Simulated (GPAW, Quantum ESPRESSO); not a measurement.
Consider TaN (Fm-3m).

```
Ta N
1.0
     0.00000    2.17900    2.17900
     2.17900    0.00000    2.17900
     2.17900    2.17900    0.00000
Ta N
1 1
Direct
  0.50000 0.50000 0.50000
  0.00000 0.00000 0.00000
```

Absorber: atom 2, with 6 Ta at 2.18 Å (octahedral, site symmetry m-3m). Method: Quantum ESPRESSO XSpectra, PBE, excited-electron core hole (neutral cell), 16-atom cell with 6.2 Å between holes, 6×6×6 k points, dipole transitions, Lorentzian half width 0.3 eV up to 4 eV, rising linearly to 2.5 eV at 25 eV, without spin-orbit coupling.

Question: What does the N K edge look like?

Main maxima up to 24 eV above the zero (height): 1.5 eV (2.22), 3.8 eV (1.40) and 6.3 eV (1.97). A K edge sees empty p states; the first features are N p mixed into the empty d states of the Ta neighbours, and the broad ones above probably into the cations' higher empty bands. The total-energy difference is 405.88 eV. One term is added: -7.82 eV, since the hole is spin-paired here and a spin-polarised one costs that much less in the free atom (computed apart). The photon energy is then 398.06 eV. The functional leaves an error of a few eV in such absolute values.

The N K spectrum (energy from the energy zero of the input (xe0, at the border of filled and empty states); intensity scaled to a mean of 1 over the first 20 eV; the points at xe0, where the cut of filled states can leave a spike, are interpolated):

| E (eV) | intensity |
| --- | --- |
| -2.0 | 0.07 |
| -1.5 | 0.09 |
| -1.0 | 0.13 |
| -0.5 | 0.24 |
| 0.0 | 0.66 |
| 0.5 | 1.43 |
| 1.0 | 1.84 |
| 1.5 | 2.21 |
| 2.0 | 1.71 |
| 2.5 | 1.26 |
| 3.0 | 1.16 |
| 3.5 | 1.27 |
| 4.0 | 1.24 |
| 4.5 | 1.29 |
| 5.0 | 1.53 |
| 5.5 | 1.56 |
| 6.0 | 1.88 |
| 6.5 | 1.94 |
| 7.0 | 1.69 |
| 7.5 | 1.54 |
| 8.0 | 1.46 |
| 8.5 | 1.20 |
| 9.0 | 1.08 |
| 9.5 | 1.10 |
| 10.0 | 1.07 |
| 10.5 | 0.95 |
| 11.0 | 0.80 |
| 11.5 | 0.68 |
| 12.0 | 0.61 |
| 12.5 | 0.58 |
| 13.0 | 0.56 |
| 13.5 | 0.54 |
| 14.0 | 0.53 |
| 14.5 | 0.53 |
| 15.0 | 0.53 |
| 15.5 | 0.50 |
| 16.0 | 0.46 |
| 16.5 | 0.41 |
| 17.0 | 0.37 |
| 17.5 | 0.36 |
| 18.0 | 0.36 |
| 18.5 | 0.37 |
| 19.0 | 0.40 |
| 19.5 | 0.43 |
| 20.0 | 0.45 |
| 20.5 | 0.48 |
| 21.0 | 0.50 |
| 21.5 | 0.52 |
| 22.0 | 0.55 |
| 22.5 | 0.59 |
| 23.0 | 0.64 |
| 23.5 | 0.68 |
| 24.0 | 0.73 |
| 24.5 | 0.76 |
| 25.0 | 0.80 |
| 25.5 | 0.84 |
| 26.0 | 0.88 |
| 26.5 | 0.91 |
| 27.0 | 0.93 |
| 27.5 | 0.93 |
| 28.0 | 0.91 |
| 28.5 | 0.86 |
| 29.0 | 0.80 |
| 29.5 | 0.74 |
| 30.0 | 0.67 |
| 30.5 | 0.61 |
| 31.0 | 0.57 |
| 31.5 | 0.53 |
| 32.0 | 0.50 |

The holes are only 6.2 Å apart, so the shape is probably not converged with cell size; no larger cell was run here. Lifetime broadening is put in by hand, and intensities beyond about 20 eV depend on it and on the partial waves; weight that the partial waves miss at high energy is lost. The structure is a published determination, not relaxed.

[Banner, clock and machine lines of the logs are left out without a mark of their own.]

[Logs are printed without paths, hosts, clocks, repeated set-up lines and the standing remarks that a program may print on its own settings, such as how far it seeks lower states.]

[Hosts, paths, dates, database ids (printed as entryN), source tags and the programs' standing remarks are cut or masked in the printed files.]

[Lists of maxima count a maximum above −3 eV only where it reaches 4 % of the highest in the window and stands out from its surroundings by 2 % of it (1.5 % where it reaches 55 %); shoulders and weaker maxima are passed over, and of the rest the first, up to two pre-edge ones and the few strongest are named.]
